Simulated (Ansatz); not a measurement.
# SrLiH3 (model cell, started as cubic perovskite with Sr in the octahedra): following an unstable mode, part 3 of 3

Which phase does SrLiH3 (model cell, started as cubic perovskite with Sr in the octahedra) fall into along its unstable mode, and how much energy does it gain?

Ansatz 0.2.0; DFT PBEsol, scalar-relativistic, plane waves, PAW.

So far. Step 5 (Energy along the mode, all amplitudes (two of the runs …): The lowest of the steps tried is the last one, at 0.6 Å, 103 meV/atom below the parent; the bottom of the well need not coincide with a step. Step 7 (The new phase in its own primitive cell): The largest force component left is 0.094 meV/Å and the pressure is 0.001 GPa, within the tolerances set. The cell now holds 15.94 Å³/atom. The relaxed cell has a = 5.705, c = 16.969 Å (conventional setting).

The structure was built from a prototype and need not be the compound's stable phase.

## (8) Modes of the new phase, k-mesh 6×6×6

A relaxed structure may still be a saddle point, so its zone-centre modes are computed. The response to a homogeneous field gives the Born charges and the dielectric tensor.

input.yaml reads:

```yaml
crystal:
  lattice:
    - [2.8525827311, 1.6469394077, 5.6564704253]
    - [-2.8525827311, 1.6469394077, 5.6564704253]
    - [0.0, -3.2938788154, 5.6564704253]
  atoms:
    - { symbol: Li, position: [0.25, 0.25, 0.25] }
    - { symbol: Li, position: [0.75, 0.75, 0.75] }
    - { symbol: Sr, position: [0.5, 0.5, 0.5] }
    - { symbol: Sr, position: [0.0, 0.0, 0.0] }
    - { symbol: H, position: [0.9363187939, 0.25, 0.5636812061] }
    - { symbol: H, position: [0.0636812061, 0.75, 0.4363187939] }
    - { symbol: H, position: [0.4363187939, 0.0636812061, 0.75] }
    - { symbol: H, position: [0.5636812061, 0.9363187939, 0.25] }
    - { symbol: H, position: [0.75, 0.4363187939, 0.0636812061] }
    - { symbol: H, position: [0.25, 0.5636812061, 0.9363187939] }
kpoints:
  mp_grid: { grid: [6, 6, 6] }
hamiltonian:
  xc: pbesol
scf:
  occupations: { method: fixed }
output:
  eigenvalues: true
phonons:
  method: dfpt
  dielectric: true
  rigid_motions: translations
```

On the command line:

```bash
ansatz run input.yaml --threads 8 --pin off --max-ram 14336MiB --backend cpu --events-out ev --progress --plain --runs-dir out
```

Numbers of over 12 decimals in the logs are rounded to 6 here.

The log of the run:

```text
[...]
Crystal: 10 atoms, lattice volume = 159.446 Å³
Basis set: ecut = 420 eV, 3121 PW (Γ), exchange–correlation on 96×96×96 points (8 copies of the dense FFT grid, shifted against one another)
Bands: 26, of which v1, the nominal top of the filled ones, is band 16 counted from 1 (15 counted from 0)
Symmetry: 12 space group operations
k-points: 112 of 216 (irreducible under 1 space group operation, time reversal used)
[...]
SCF iter   1: F=—  HF=-7487.771816 eV  |F-HF|=—  |Δ(HF+E_count)|=         —  Δρ=6.83e-3  dr2=6.63e-2  ethr=1.77e-3  ⟨swp⟩=5.0  Hψ=13330  notcnv=0  defer=645
[...]
SCF iter   8: F=-7487.750492 eV  HF=-7487.750492 eV  |F-HF|=3.46e-11  |Δ(HF+E_count)|=  4.82e-10  Δρ=2.49e-7  dr2=7.94e-11  ethr=1.00e-12  ⟨swp⟩=18.3  Hψ=25729  notcnv=0
SCF 1 converged in 8 iterations: F = -7487.750492 eV  dr2 = 7.94e-11
[...]
NSCF: frozen V_eff on 6 k-points
DFPT response loops at Γ: preconditioner auto → Resta (q_TF=auto, 2.088 Å⁻¹)  ε∞=5.5 (no band partly filled); β = 1.00, the filter's whole step (`scf.mixing.beta` (0.50) is not read by the response loops at its default; to damp them type it under 1.00, their step now; it binds the ground state too); Broyden in place of MSR1
── the response to a field inside a basis, on 6×6×6 k-points: an SCF that follows is theirs, and a resumed run solves both again ──
Bands: 17, of which v1, the nominal top of the filled ones, is band 16 counted from 1 (15 counted from 0)
k-points: 28 of 216
[...]
Eigensolver: Dense (28 Hₖ)
SCF iter   1: F=—  HF=-7487.745355 eV  |F-HF|=—  |Δ(HF+E_count)|=         —  Δρ=1.25e-4  dr2=7.88e-6  ethr=1.00e-1
[...]
SCF iter   3: F=-7487.745361 eV  HF=-7487.745361 eV  |F-HF|=6.50e-8  |Δ(HF+E_count)|=   2.18e-6  Δρ=6.74e-6  dr2=8.17e-8  ethr=6.50e-9
SCF 1 converged in 3 iterations: F = -7487.745361 eV  dr2 = 8.17e-8
[...]
SCF converged after 8 iterations
Free energy (F): -7487.750492 eV
[...]
Internal energy: -7487.750492 eV  (E = F + TS)
E sigma→0 (E₀):  -7487.750492 eV
Fermi energy:    1.528523 eV
[...]
--- Band table (eV; the first three rows and the last of 112) ---
  k-point 0: bands = [... 12 lower, 0.0461, 0.8900, 1.5285, 1.5285, 3.5120, 4.6832, 4.6832, 7.5273, ... 6 higher]
  k-point 1: bands = [... 12 lower, 0.1098, 0.8458, 1.2635, 1.3351, 3.7497, 4.7966, 4.9207, 6.9635, ... 6 higher]
  k-point 2: bands = [... 12 lower, 0.2782, 0.7100, 0.7610, 0.9533, 4.2900, 4.8833, 5.3960, 6.5967, ... 6 higher]
  k-point 111: bands = [... 12 lower, 0.6911, 0.6911, 0.6911, 0.6911, 5.7366, 5.7366, 5.7366, 5.7366, ... 6 higher]
--- Phonons (Γ-DFPT): 6 representative perturbations + reference, on 112 of 216 k-points (Σ response iterations 19) ---
  k mesh reduced under 1 symmetry operation, with k and −k counted as one. Each operation leaves every solved perturbation unchanged. A smaller set is not considered because the run solves the response to a homogeneous field
  ASR residual: 7.836e-5 → 0.000e0 eV/Å²; symmetrization residual: 3.402e-6 eV/Å²
  ASR residual per site (eV/Å²): 3.05e-5 3.05e-5 7.84e-5 7.84e-5 5.70e-5 5.70e-5 5.76e-5 5.76e-5 5.70e-5 5.70e-5
  Γ frequencies (cm⁻¹): -267.68 -235.05 -235.05 -78.03 0.00 0.00 0.00 121.42 121.42 134.52 193.45 240.46 240.46 303.89 303.89 502.31 502.31 595.03 887.77 904.02 904.02 959.42 959.42 1010.86 1014.08 1014.08 1022.38 1030.36 1030.36 1057.59
  ε∞ (high-frequency dielectric tensor):
        3.338001     0.000000    -0.000000
        0.000000     3.338001    -0.000000
        0.000000    -0.000000     3.551358
  softest optical mode at Γ: -267.68 cm⁻¹; the repairs (sum rule, projections) moved no ω² at Γ by more than (6.66 cm⁻¹)²
  Born effective charges Z* (e; rows j = field, columns β = displacement):
    site 0:
         0.76568   -0.00000   -0.00000
         0.00000    0.76568   -0.00000
        -0.00000   -0.00000    0.89747
    site 1:
         0.76568    0.00000   -0.00000
         0.00000    0.76568   -0.00000
        -0.00000   -0.00000    0.89747
    site 2:
         2.07624    0.04057   -0.00000
        -0.04057    2.07624   -0.00000
        -0.00000   -0.00000    2.03473
    site 3:
         2.07624   -0.04057    0.00000
         0.04057    2.07624   -0.00000
         0.00000   -0.00000    2.03473
    site 4:
        -0.96754    0.03505   -0.04847
         0.03505   -0.92707    0.02799
        -0.05619    0.03244   -0.97740
    site 5:
        -0.96754    0.03505   -0.04847
         0.03505   -0.92707    0.02799
        -0.05619    0.03244   -0.97740
    site 6:
        -0.90684   -0.00000   -0.00000
        -0.00000   -0.98777   -0.05597
        -0.00000   -0.06488   -0.97740
    site 7:
        -0.90684   -0.00000   -0.00000
        -0.00000   -0.98777   -0.05597
        -0.00000   -0.06488   -0.97740
    site 8:
        -0.96754   -0.03505    0.04847
        -0.03505   -0.92707    0.02799
         0.05619    0.03244   -0.97740
    site 9:
        -0.96754   -0.03505    0.04847
        -0.03505   -0.92707    0.02799
         0.05619    0.03244   -0.97740
  Z* charge neutrality: 2.830e-3 e pre-enforcement
  solved inside a basis spanned on kpoints, on 6×6×6 k-points, its susceptibility summed on 10×10×10: ε∞ is read to err by 8.8e-3, Z* by 1.1e-2 e (field_mesh: kpoints solves on kpoints); Z* is corrected for what the basis lacks
  optical modes at Γ without the LO–TO term, one row a degenerate level:
      ω (cm⁻¹)  modes    IR ((D/Å)²/amu)
       -267.68      1            73.7493
       -235.05      2            53.7901
        -78.03      1             0.0000
        121.42      2             1.0063
        134.52      1             0.0000
        193.45      1             2.0200
        240.46      2             0.0000
[...]
optical modes at Γ + LO–TO along q̂ = [1.0000, 0.0000, 0.0000]:
      ω (cm⁻¹)  modes    IR ((D/Å)²/amu)
[...]
optical modes at Γ + LO–TO along q̂ = [0.0000, 1.0000, 0.0000]:
      ω (cm⁻¹)  modes    IR ((D/Å)²/amu)
[...]
optical modes at Γ + LO–TO along q̂ = [0.0000, 0.0000, 1.0000]:
      ω (cm⁻¹)  modes    IR ((D/Å)²/amu)
[...]
303.89      2             0.8174
        377.29      1            36.2170
        502.31      2             0.0000
        595.03      1             0.0000
        904.02      2           179.9814
        959.42      2             0.0000
       1010.86      1             0.0000
       1014.08      2            24.0914
       1022.38      1             0.0000
       1030.36      2             0.0000
       1050.91      1           102.1100
       1057.59      1             0.0000
```

It took 49 s on 8 threads of Arm Neoverse V2, shared host; peak memory 2 GiB; 6 min of CPU time.

This step gave:

| Property | Result |
| --- | --- |
| sum-rule residual before enforcement | 7.84e-5 eV/Å² |
| miss of the charge sum rule | 0.002830 e |
| estimated error of the dielectric tensor | 0.008791 |
| estimated error of the Born charges | 0.01134 e |
| point group | -3m |
| highest optical mode at the zone centre (no LO-TO term) | 1058 cm⁻¹ |
| lowest optical zone-centre mode | -267.7 cm⁻¹ |
| mean high-frequency dielectric constant | 3.409 |
| largest Born charge (third of the trace) | 2.062 e |
| top of the zone-centre spectrum with the field | 1142 cm⁻¹ |

Without the LO-TO term. Patterns of degenerate modes are one choice out of their space. The modes at Γ (shares of kinetic energy by element, %) (negative means imaginary):

```csv
mode,frequency (cm⁻¹),symmetry,Li %,Sr %,H %
1,-267.7,A2u,14,0,86
2,-235.1,Eu,1,3,96
3,-235.1,Eu,1,3,96
4,-78.0,A2g,94,0,6
5,0.0,acoustic,7,90,3
6,0.0,acoustic,7,90,3
7,0.0,acoustic,7,90,3
8,121.4,Eu,0,98,2
9,121.4,Eu,0,98,2
10,134.5,A1u,0,100,0
11,193.4,A2u,79,9,12
12,240.5,Eg,69,0,31
13,240.5,Eg,69,0,31
14,303.9,Eu,81,8,10
15,303.9,Eu,81,8,10
16,502.3,Eg,23,0,77
17,502.3,Eg,23,0,77
18,595.0,A2g,6,0,94
19,887.8,A2u,0,1,99
20,904.0,Eu,5,1,94
21,904.0,Eu,5,1,94
22,959.4,Eg,2,0,98
23,959.4,Eg,2,0,98
24,1010.9,A1g,0,0,100
25,1014.1,Eu,5,0,94
26,1014.1,Eu,5,0,94
27,1022.4,A1u,0,0,100
28,1030.4,Eg,6,0,94
29,1030.4,Eg,6,0,94
30,1057.6,A2g,0,0,100
```

Displacements in mode 1 (-267.7 cm⁻¹), the largest set to 1:
```
Li1  0.00  0.00 -0.35
Li2  0.00  0.00 -0.35
Sr3  0.00  0.00 -0.01
Sr4  0.00  0.00 -0.01
H5  -0.73  0.42  1.00
H6  -0.73  0.42  1.00
H7   0.00 -0.84  1.00
H8   0.00 -0.84  1.00
H9   0.73  0.42  1.00
H10  0.73  0.42  1.00
```

Displacements in mode 12 (240.5 cm⁻¹), the largest set to 1:
```
Li1 -0.10  1.00  0.00
Li2  0.10 -1.00  0.00
Sr3  0.00  0.00  0.00
Sr4  0.00  0.00  0.00
H5  -0.12  0.81  0.49
H6   0.12 -0.81 -0.49
H7   0.08 -0.87  0.83
H8  -0.08  0.87 -0.83
H9   0.04 -0.80 -0.35
H10 -0.04  0.80  0.35
```

Optical modes at the zone centre, without and with the macroscopic field of the longitudinal modes; each column is sorted by frequency, so a row need not hold one and the same mode. Modes with and without the field, by row:

```csv
rank among optical modes,no field (cm⁻¹),"q along (1, 0, 0) (cm⁻¹)","q along (0, 0, 1) (cm⁻¹)"
1,-267.7,-267.7,-235.1
2,-235.1,-235.1,-235.1
3,-235.1,-78,-78
4,-78,79.5,121.4
5,121.4,121.4,121.4
6,121.4,134.5,134.5
7,134.5,159.2,178.5
8,193.4,193.4,240.5
9,240.5,240.5,240.5
10,240.5,240.5,303.9
11,303.9,303.9,303.9
12,303.9,307.2,377.3
13,502.3,502.3,502.3
14,502.3,502.3,502.3
15,595,595,595
16,887.8,887.8,904
17,904,904,904
18,904,959.4,959.4
19,959.4,959.4,959.4
20,959.4,994.2,1011
21,1011,1011,1014
22,1014,1014,1014
23,1014,1022,1022
24,1022,1030,1030
25,1030,1030,1030
26,1030,1058,1051
27,1058,1142,1058
```

Born charge (rows field, columns displacement) (e), principal values of the symmetric part by kind of site:

```csv
atom,atoms with these values,low,middle,high,mean
Li1,2,0.77,0.77,0.90,0.81
Sr3,2,2.03,2.08,2.08,2.06
H5,6,-1.04,-0.92,-0.91,-0.96
```

In full for Li1:

```
0.77 0.00 0.00
0.00 0.77 0.00
0.00 0.00 0.90
```

High-frequency dielectric tensor:

```
3.34 0.00 0.00
0.00 3.34 0.00
0.00 0.00 3.55
```

Transverse modes; imaginary modes are left out. Infrared lines, with heights relative to the strongest:

```csv
position (cm⁻¹),label,relative intensity
121,Eu,0.6
134,A1u,0.0
194,A2u,1.1
240,Eg,0.0
304,Eu,0.5
502,Eg,0.0
595,A2g,0.0
888,A2u,35
904,Eu,100
959,Eg,0.0
1011,A1g,0.0
1014,Eu,13
1022,A1u,0.0
1030,Eg,0.0
1058,A2g,0.0
```

Before it was imposed, the acoustic sum rule was missed by 7.8e-5 eV/Å² and the charge sum rule by 0.0028 e. Small misses are needed for a sound result but don't prove that mesh and cutoff are converged. The lowest optical mode is imaginary, 267.7i cm⁻¹, so the energy falls along it.

## (9) Outcome

```
unstable mode of the parent                                                      : q = (-0.5, -0.5, -0.5), 560i cm⁻¹
depth at the lowest point sampled                                                : 103 meV/atom
largest atomic shift at that point                                               : 0.6 Å
space group reached (within 0.01 Å)                                              : R-3c
energy gained over the parent (first relaxation, on the mesh of the frozen mode) : 312 meV/atom
volume per atom, phase reached                                                   : 15.9 Å³
gap on the k-mesh, phase reached                                                 : 1.98 eV
lowest optical zone-centre mode, phase reached                                   : -268 cm⁻¹
highest optical mode at the zone centre (no LO-TO term), phase reached           : 1058 cm⁻¹
```

What this shows: Along this mode the structure falls into R-3c, 312 meV/atom below the parent. At the parent's cell the well is 102.5 meV/atom deep on the steps tried, with its lowest point at a shift of 0.6 Å. That is the last step tried, so the steps alone don't bracket the bottom of the well. Relaxing atoms and cell changes the gain by +209.31 meV/atom against the lowest step (energies at zero smearing). Most of the total comes from this relaxation. The new phase still has an imaginary mode at the zone centre of its cell, so it is a saddle point on the way to a lower structure. Of the 5 patterns followed to their end from this parent, this one reaches the lowest energy. Each path keeps the symmetry of its pattern, so a lower phase may lie along a pattern not tried. The starting cell was built on a prototype and not taken from a measurement, so the phase need not exist.

[Logs are printed without paths, hosts, clocks, repeated set-up lines and the standing remarks that a program may print on its own settings, such as how far it seeks lower states.]

[Hosts, paths, dates, database ids (printed as entryN), source tags and the programs' standing remarks are cut or masked in the printed files.]
